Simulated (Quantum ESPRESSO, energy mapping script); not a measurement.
# CoO: exchange couplings from total energies

How strongly do the moments of CoO couple under PBE+U (3.5 eV), QE, GBRV? The plan is to run several orders and fit a Heisenberg model.

Main program and level: Quantum ESPRESSO 7.5; PBE with U = 3.5 eV on Co d, ortho-atomic projectors; plane waves, U on orthogonalised atomic orbitals unless named otherwise, collinear spin, no spin–orbit coupling.

Report form: the programs' logs are mostly left out.

## (1) Set-up

Symmetry: Fm-3m, No. 225, cubic system. The conventional cell has a = 4.263 Å, b = 4.263 Å, c = 4.263 Å, α = 90.00°, β = 90.00°, γ = 90.00°. Co has 6 O at 2.13 Å nearest. Nearest to O lie 6 Co at 2.13 Å. Farther neighbours and most contacts between anions are not listed.

Coordinates:

```cif
data_structure
_symmetry_space_group_name_H-M 'P 1'
_symmetry_Int_Tables_number 1
_cell_length_a 3.0144
_cell_length_b 3.0144
_cell_length_c 3.0144
_cell_angle_alpha 60.000
_cell_angle_beta 60.000
_cell_angle_gamma 60.000
_cell_volume 19.37
loop_
_atom_site_label
_atom_site_type_symbol
_atom_site_fract_x
_atom_site_fract_y
_atom_site_fract_z
_atom_site_occupancy
Co1 Co 0.00000 0.00000 0.00000 1
O2 O 0.50000 0.50000 0.50000 1
```

The U corrects the self-interaction that lets semilocal functionals spread d and f electrons too far. Its value here is typed, not computed. These runs use Quantum ESPRESSO.

## (2) Order 1: parallel, cell A of 4 atoms

Each cell gets its own parallel run on the same mesh, so that most of the mesh error cancels in the differences.

The potential files are GBRV's for PBE; pw.x takes the functional from them.

Input file pw.in:

```
&control
  calculation = 'scf'
  prefix = 'pw'
  outdir = './tmp/'
  pseudo_dir = './pseudo/'
  verbosity = 'low'
/
&system
  ibrav = 0
  nat = 4
  ntyp = 2
  ecutwfc = 45
  ecutrho = 360
  nbnd = 38
  occupations = 'smearing'
  smearing = 'fd'
  degauss = 0.00367493
  nspin = 2
  starting_magnetization(1) = 0.1765
/
&electrons
  conv_thr = 1.0e-08
  electron_maxstep = 120
  mixing_beta = 0.3
  mixing_mode = 'plain'
/
ATOMIC_SPECIES
  Co 58.9332 Co.upf
  O 15.9990 O.upf
CELL_PARAMETERS angstrom
  0.00000000 -2.13150000 -2.13150000
  0.00000000 2.13150000 -2.13150000
  4.26300000 0.00000000 0.00000000
ATOMIC_POSITIONS crystal
  Co 0.50000000 0.50000000 0.50000000
  Co 0.00000000 0.00000000 0.00000000
  O 0.50000000 0.50000000 0.00000000
  O 0.00000000 0.00000000 0.50000000
K_POINTS automatic
  10 10 7 0 0 0
HUBBARD {ortho-atomic}
U Co-3d 3.5
```

Command:

```console
$ OMP_NUM_THREADS=1 mpirun -n 8 pw.x -nk 8 -in pw.in > pw.out
```

Run time: 55 s. Hardware: 8 MPI ranks of Arm Neoverse N1, shared host; peak memory 0.77 GiB; 6.7 min of CPU time.

Spin moment in the sphere by atom:

```csv
atom,spin moment in the sphere (μB)
Co1,2.61
Co2,2.61
O3,0.28
O4,0.28
```

The run ends ferromagnetic.

## (3) Run 2 (compensated +−; cell A, 4 atoms)

This order reverses 8 of the 12 neighbours at 3.01 Å, 0 of the 6 neighbours at 4.26 Å and 16 of the 24 neighbours at 5.22 Å, counted for an average magnetic atom.

pw.in, as its differences from that of step 2:

```diff
@@ -10,6 +10,6 @@
   nat = 4
-  ntyp = 2
+  ntyp = 3
   ecutwfc = 45
   ecutrho = 360
-  nbnd = 38
+  nbnd = 35
   occupations = 'smearing'
@@ -19,2 +19,3 @@
   starting_magnetization(1) = 0.1765
+  starting_magnetization(2) = -0.1765
 /
@@ -27,3 +28,4 @@
 ATOMIC_SPECIES
-  Co 58.9332 Co.upf
+  Co1 58.9332 Co.upf
+  Co2 58.9332 Co.upf
   O 15.9990 O.upf
@@ -34,4 +36,4 @@
 ATOMIC_POSITIONS crystal
-  Co 0.50000000 0.50000000 0.50000000
-  Co 0.00000000 0.00000000 0.00000000
+  Co1 0.50000000 0.50000000 0.50000000
+  Co2 0.00000000 0.00000000 0.00000000
   O 0.50000000 0.50000000 0.00000000
@@ -41,2 +43,3 @@
 HUBBARD {ortho-atomic}
-U Co-3d 3.5
+U Co1-3d 3.5
+U Co2-3d 3.5
```

It took 94 s on 8 MPI ranks; peak memory 0.78 GiB; 11 min of CPU time.

Spin moment in the sphere by atom:

```csv
atom,spin moment in the sphere (μB)
Co1,2.38
Co2,-2.38
O3,-0.04
O4,0.04
```

The run ends antiferromagnetic, 44.94 meV a magnetic atom above the parallel order of its cell, a difference that unlike orbital or electronic states can set, not exchange alone (energies taken at zero occupation width, not the printed F).

## (4) Run 3 (parallel; cell B, 4 atoms)

A new cell needs its own zero of energy.

This run holds the same structure in another cell (c 4.263 → 5.221 Å, α 90.0 → 73.2°, β 90.0 → 73.2°, γ 90.0 → 60.0°).

Input file pw.in:

```
&control
  calculation = 'scf'
  prefix = 'pw'
  outdir = './tmp/'
  pseudo_dir = './pseudo/'
  verbosity = 'low'
/
&system
  ibrav = 0
  nat = 4
  ntyp = 2
  ecutwfc = 45
  ecutrho = 360
  nbnd = 38
  occupations = 'smearing'
  smearing = 'fd'
  degauss = 0.00367493
  nspin = 2
  starting_magnetization(1) = 0.1765
/
&electrons
  conv_thr = 1.0e-08
  electron_maxstep = 120
  mixing_beta = 0.3
  mixing_mode = 'plain'
/
ATOMIC_SPECIES
  Co 58.9332 Co.upf
  O 15.9990 O.upf
CELL_PARAMETERS angstrom
  0.00000000 -2.13150000 -2.13150000
  -2.13150000 0.00000000 -2.13150000
  2.13150000 2.13150000 -4.26300000
ATOMIC_POSITIONS crystal
  Co 0.50000000 0.50000000 0.50000000
  Co 0.00000000 0.00000000 0.00000000
  O 0.75000000 0.75000000 0.75000000
  O 0.25000000 0.25000000 0.25000000
K_POINTS automatic
  11 11 11 0 0 0
HUBBARD {ortho-atomic}
U Co-3d 3.5
```

It took 1.7 min on 8 MPI ranks; peak memory 0.92 GiB.

The run ends ferromagnetic. For each magnetic atom its energy differs from the parallel run of the first cell by 0.15 meV, an error that one common reference would have brought in.

## (5) Compensated +− start in cell B (4 atoms)

This order reverses 6 of the 12 neighbours at 3.01 Å, 6 of the 6 neighbours at 4.26 Å and 12 of the 24 neighbours at 5.22 Å, counted for an average magnetic atom.

pw.in, as its differences from that of step 4:

```diff
@@ -10,6 +10,6 @@
   nat = 4
-  ntyp = 2
+  ntyp = 3
   ecutwfc = 45
   ecutrho = 360
-  nbnd = 38
+  nbnd = 35
   occupations = 'smearing'
@@ -19,2 +19,3 @@
   starting_magnetization(1) = 0.1765
+  starting_magnetization(2) = -0.1765
 /
@@ -27,3 +28,4 @@
 ATOMIC_SPECIES
-  Co 58.9332 Co.upf
+  Co1 58.9332 Co.upf
+  Co2 58.9332 Co.upf
   O 15.9990 O.upf
@@ -34,4 +36,4 @@
 ATOMIC_POSITIONS crystal
-  Co 0.50000000 0.50000000 0.50000000
-  Co 0.00000000 0.00000000 0.00000000
+  Co1 0.50000000 0.50000000 0.50000000
+  Co2 0.00000000 0.00000000 0.00000000
   O 0.75000000 0.75000000 0.75000000
@@ -41,2 +43,3 @@
 HUBBARD {ortho-atomic}
-U Co-3d 3.5
+U Co1-3d 3.5
+U Co2-3d 3.5
```

The job ended after 1.7 min (8 MPI ranks; peak memory 0.93 GiB; 12 min of CPU time).

The run ends antiferromagnetic, 40.80 meV a magnetic atom below the parallel order of its cell, a difference that unlike orbital or electronic states can set, not exchange alone (energies taken at zero occupation width, not the printed F).

## (6) Run 5 (parallel; cell C, 6 atoms)

The parallel order again, as the reference for this cell.

Input file pw.in:

```
&control
  calculation = 'scf'
  prefix = 'pw'
  outdir = './tmp/'
  pseudo_dir = './pseudo/'
  verbosity = 'low'
/
&system
  ibrav = 0
  nat = 6
  ntyp = 2
  ecutwfc = 45
  ecutrho = 360
  nbnd = 55
  occupations = 'smearing'
  smearing = 'fd'
  degauss = 0.00367493
  nspin = 2
  starting_magnetization(1) = 0.1765
/
&electrons
  conv_thr = 1.5e-08
  electron_maxstep = 120
  mixing_beta = 0.3
  mixing_mode = 'plain'
/
ATOMIC_SPECIES
  Co 58.9332 Co.upf
  O 15.9990 O.upf
CELL_PARAMETERS angstrom
  0.00000000 -2.13150000 -2.13150000
  -4.26300000 0.00000000 0.00000000
  2.13150000 4.26300000 -2.13150000
ATOMIC_POSITIONS crystal
  Co 0.66666667 0.66666667 0.33333333
  Co 0.33333333 0.33333333 0.66666667
  Co 0.00000000 0.00000000 0.00000000
  O 0.66666667 0.16666667 0.33333333
  O 0.33333333 0.83333333 0.66666667
  O 0.00000000 0.50000000 0.00000000
K_POINTS automatic
  10 10 10 0 0 0
HUBBARD {ortho-atomic}
U Co-3d 3.5
```

Run time: 8.4 min. Hardware: 8 MPI ranks; peak memory 1.5 GiB; 64 min of CPU time.

The run ends ferromagnetic. For each magnetic atom its energy differs from the parallel run of the first cell by 0.12 meV, an error that one common reference would have brought in.

## (7) Run 6 (uncompensated ++−; cell C, 6 atoms)

This order reverses 6.67 of the 12 neighbours at 3.01 Å, 2.67 of the 6 neighbours at 4.26 Å and 8 of the 24 neighbours at 5.22 Å, counted for an average magnetic atom.

pw.in, as its differences from that of step 6:

```diff
@@ -10,6 +10,6 @@
   nat = 6
-  ntyp = 2
+  ntyp = 3
   ecutwfc = 45
   ecutrho = 360
-  nbnd = 55
+  nbnd = 52
   occupations = 'smearing'
@@ -19,2 +19,3 @@
   starting_magnetization(1) = 0.1765
+  starting_magnetization(2) = -0.1765
 /
@@ -27,3 +28,4 @@
 ATOMIC_SPECIES
-  Co 58.9332 Co.upf
+  Co1 58.9332 Co.upf
+  Co2 58.9332 Co.upf
   O 15.9990 O.upf
@@ -34,5 +36,5 @@
 ATOMIC_POSITIONS crystal
-  Co 0.66666667 0.66666667 0.33333333
-  Co 0.33333333 0.33333333 0.66666667
-  Co 0.00000000 0.00000000 0.00000000
+  Co1 0.66666667 0.66666667 0.33333333
+  Co1 0.33333333 0.33333333 0.66666667
+  Co2 0.00000000 0.00000000 0.00000000
   O 0.66666667 0.16666667 0.33333333
@@ -43,2 +45,3 @@
 HUBBARD {ortho-atomic}
-U Co-3d 3.5
+U Co1-3d 3.5
+U Co2-3d 3.5
```

The job ended after 4.6 min (8 MPI ranks; peak memory 1.5 GiB).

The run ends ferrimagnetic, 768.44 meV a magnetic atom below the parallel order of its cell, a difference that unlike orbital or electronic states can set, not exchange alone.

## (8) Run 7 (parallel; cell D, 6 atoms)

This run holds the same structure in another cell (b 4.263 → 3.014 Å, c 5.221 → 6.740 Å, α 114.1 → 102.9°, β 106.8 → 102.9°).

Input file pw.in:

```
&control
  calculation = 'scf'
  prefix = 'pw'
  outdir = './tmp/'
  pseudo_dir = './pseudo/'
  verbosity = 'low'
/
&system
  ibrav = 0
  nat = 6
  ntyp = 2
  ecutwfc = 45
  ecutrho = 360
  nbnd = 55
  occupations = 'smearing'
  smearing = 'fd'
  degauss = 0.00367493
  nspin = 2
  starting_magnetization(1) = 0.1765
/
&electrons
  conv_thr = 1.5e-08
  electron_maxstep = 120
  mixing_beta = 0.3
  mixing_mode = 'plain'
/
ATOMIC_SPECIES
  Co 58.9332 Co.upf
  O 15.9990 O.upf
CELL_PARAMETERS angstrom
  0.00000000 2.13150000 2.13150000
  0.00000000 2.13150000 -2.13150000
  -6.39450000 -2.13150000 0.00000000
ATOMIC_POSITIONS crystal
  Co 0.00000000 0.00000000 0.00000000
  Co 0.33333333 0.33333333 0.66666667
  Co 0.66666667 0.66666667 0.33333333
  O 0.83333333 0.83333333 0.66666667
  O 0.16666667 0.16666667 0.33333333
  O 0.50000000 0.50000000 0.00000000
K_POINTS automatic
  10 10 10 0 0 0
HUBBARD {ortho-atomic}
U Co-3d 3.5
```

Elapsed: 2.5 min, on 8 MPI ranks; peak memory 1.2 GiB; 20 min of CPU time.

The run ends ferromagnetic. For each magnetic atom its energy differs from the parallel run of the first cell by 0.16 meV, an error that one common reference would have brought in.

## (9) Run 8 (uncompensated ++−; cell D, 6 atoms)

This order reverses 5.33 of the 12 neighbours at 3.01 Å, 1.33 of the 6 neighbours at 4.26 Å and 16 of the 24 neighbours at 5.22 Å, counted for an average magnetic atom.

pw.in, as its differences from that of step 8:

```diff
@@ -10,6 +10,6 @@
   nat = 6
-  ntyp = 2
+  ntyp = 3
   ecutwfc = 45
   ecutrho = 360
-  nbnd = 55
+  nbnd = 52
   occupations = 'smearing'
@@ -19,2 +19,3 @@
   starting_magnetization(1) = 0.1765
+  starting_magnetization(2) = -0.1765
 /
@@ -27,3 +28,4 @@
 ATOMIC_SPECIES
-  Co 58.9332 Co.upf
+  Co1 58.9332 Co.upf
+  Co2 58.9332 Co.upf
   O 15.9990 O.upf
@@ -34,5 +36,5 @@
 ATOMIC_POSITIONS crystal
-  Co 0.00000000 0.00000000 0.00000000
-  Co 0.33333333 0.33333333 0.66666667
-  Co 0.66666667 0.66666667 0.33333333
+  Co1 0.00000000 0.00000000 0.00000000
+  Co1 0.33333333 0.33333333 0.66666667
+  Co2 0.66666667 0.66666667 0.33333333
   O 0.83333333 0.83333333 0.66666667
@@ -43,2 +45,3 @@
 HUBBARD {ortho-atomic}
-U Co-3d 3.5
+U Co1-3d 3.5
+U Co2-3d 3.5
```

The job ended after 3.4 min (8 MPI ranks; peak memory 1.2 GiB; 27 min of CPU time).

The run ends ferrimagnetic, 22.41 meV a magnetic atom above the parallel order of its cell, a difference that unlike orbital or electronic states can set, not exchange alone (energies taken at zero occupation width, not the printed F).

## (10) Run 9 (parallel; cell E, 6 atoms)

This run holds the same structure in another cell (c 6.740 → 7.384 Å, α 102.9 → 90.0°, β 102.9 → 90.0°, γ 90.0 → 120.0°).

Input file pw.in:

```
&control
  calculation = 'scf'
  prefix = 'pw'
  outdir = './tmp/'
  pseudo_dir = './pseudo/'
  verbosity = 'low'
/
&system
  ibrav = 0
  nat = 6
  ntyp = 2
  ecutwfc = 45
  ecutrho = 360
  nbnd = 55
  occupations = 'smearing'
  smearing = 'fd'
  degauss = 0.00367493
  nspin = 2
  starting_magnetization(1) = 0.1765
/
&electrons
  conv_thr = 1.5e-08
  electron_maxstep = 120
  mixing_beta = 0.3
  mixing_mode = 'plain'
/
ATOMIC_SPECIES
  Co 58.9332 Co.upf
  O 15.9990 O.upf
CELL_PARAMETERS angstrom
  0.00000000 2.13150000 2.13150000
  -2.13150000 0.00000000 -2.13150000
  -4.26300000 -4.26300000 4.26300000
ATOMIC_POSITIONS crystal
  Co 0.00000000 0.00000000 0.00000000
  Co 0.33333333 0.66666667 0.66666667
  Co 0.66666667 0.33333333 0.33333333
  O 0.66666667 0.33333333 0.83333333
  O 0.00000000 0.00000000 0.50000000
  O 0.33333333 0.66666667 0.16666667
K_POINTS automatic
  11 11 4 0 0 0
HUBBARD {ortho-atomic}
U Co-3d 3.5
```

Elapsed: 96 s, on 8 MPI ranks; peak memory 1 GiB; 13 min of CPU time.

The run ends ferromagnetic. For each magnetic atom its energy differs from the parallel run of the first cell by 0.12 meV, an error that one common reference would have brought in.

## (11) Run 10 (uncompensated ++−; cell E, 6 atoms)

This order reverses 4 of the 12 neighbours at 3.01 Å, 4 of the 6 neighbours at 4.26 Å and 12 of the 24 neighbours at 5.22 Å, counted for an average magnetic atom.

pw.in, as its differences from that of step 10:

```diff
@@ -10,6 +10,6 @@
   nat = 6
-  ntyp = 2
+  ntyp = 3
   ecutwfc = 45
   ecutrho = 360
-  nbnd = 55
+  nbnd = 52
   occupations = 'smearing'
@@ -19,2 +19,3 @@
   starting_magnetization(1) = 0.1765
+  starting_magnetization(2) = -0.1765
 /
@@ -27,3 +28,4 @@
 ATOMIC_SPECIES
-  Co 58.9332 Co.upf
+  Co1 58.9332 Co.upf
+  Co2 58.9332 Co.upf
   O 15.9990 O.upf
@@ -34,5 +36,5 @@
 ATOMIC_POSITIONS crystal
-  Co 0.00000000 0.00000000 0.00000000
-  Co 0.33333333 0.66666667 0.66666667
-  Co 0.66666667 0.33333333 0.33333333
+  Co1 0.00000000 0.00000000 0.00000000
+  Co1 0.33333333 0.66666667 0.66666667
+  Co2 0.66666667 0.33333333 0.33333333
   O 0.66666667 0.33333333 0.83333333
@@ -43,2 +45,3 @@
 HUBBARD {ortho-atomic}
-U Co-3d 3.5
+U Co1-3d 3.5
+U Co2-3d 3.5
```

Elapsed: 2.1 min, on 8 MPI ranks; peak memory 1.1 GiB.

The run ends ferrimagnetic, 29.41 meV a magnetic atom below the parallel order of its cell, a difference that unlike orbital or electronic states can set, not exchange alone (energies taken at zero occupation width, not the printed F).

## (12) The fit

Each energy difference is a sum of couplings weighted by the pairs that the order reverses. A few near shells are fitted to the differences by least squares. Energies are those extrapolated to zero occupation width, not the free energies F.

Energies from the parallel order of the same cell:

```csv
order,atoms,energy (meV a magnetic atom),moments (μB),moments kept as typed,"opposed neighbours at 3.01, 4.26, 5.22 Å"
parallel in cell A,4,0.00,2.61,yes,"0, 0, 0"
compensated +− in cell A,4,44.94,2.38,yes,"8, 0, 16"
parallel in cell B,4,0.00,2.61,yes,"0, 0, 0"
compensated +− in cell B,4,-40.80,2.55,yes,"6, 6, 12"
parallel in cell C,6,0.00,2.61,yes,"0, 0, 0"
uncompensated ++− in cell C,6,-768.44,2.57 to 2.58,yes,"6.67, 2.67, 8"
parallel in cell D,6,0.00,2.61,yes,"0, 0, 0"
uncompensated ++− in cell D,6,22.41,2.45 to 2.53,yes,"5.33, 1.33, 16"
parallel in cell E,6,0.00,2.61,yes,"0, 0, 0"
uncompensated ++− in cell E,6,-29.41,2.54 to 2.58,yes,"4, 4, 12"
```

Couplings from the energies, with E = −Σ J e·e over ordered pairs:

```csv
pair,distance (Å),neighbours,J (meV)
Co–Co,3.01,12,-62.0
Co–Co,4.26,6,-6.51
Co–Co,5.22,24,32.5
Co–Co,6.03,12,-32.0
```

## (13) What came out

```yaml
couplings: not to be trusted
```

What this shows: The warning signs here (some orders are gapless and others have a gap; open shells started apart) can come from unlike orbital states, and these open shells were not started from one set of occupation matrices, so the fitted couplings are not taken as the crystal's.

[Logs and program files are shortened in this print: banners, set-up blocks, solver, clock and traceback lines can be left out without a mark of their own.]

[Logs are printed without paths, hosts, clocks, repeated set-up lines and the standing remarks that a program may print on its own settings, such as how far it seeks lower states.]

[Hosts, paths, dates, database ids (printed as entryN), source tags and the programs' standing remarks are cut or masked in the printed files.]

[Where a cell is said to come from a database of computed structures, the database is the Materials Project.]
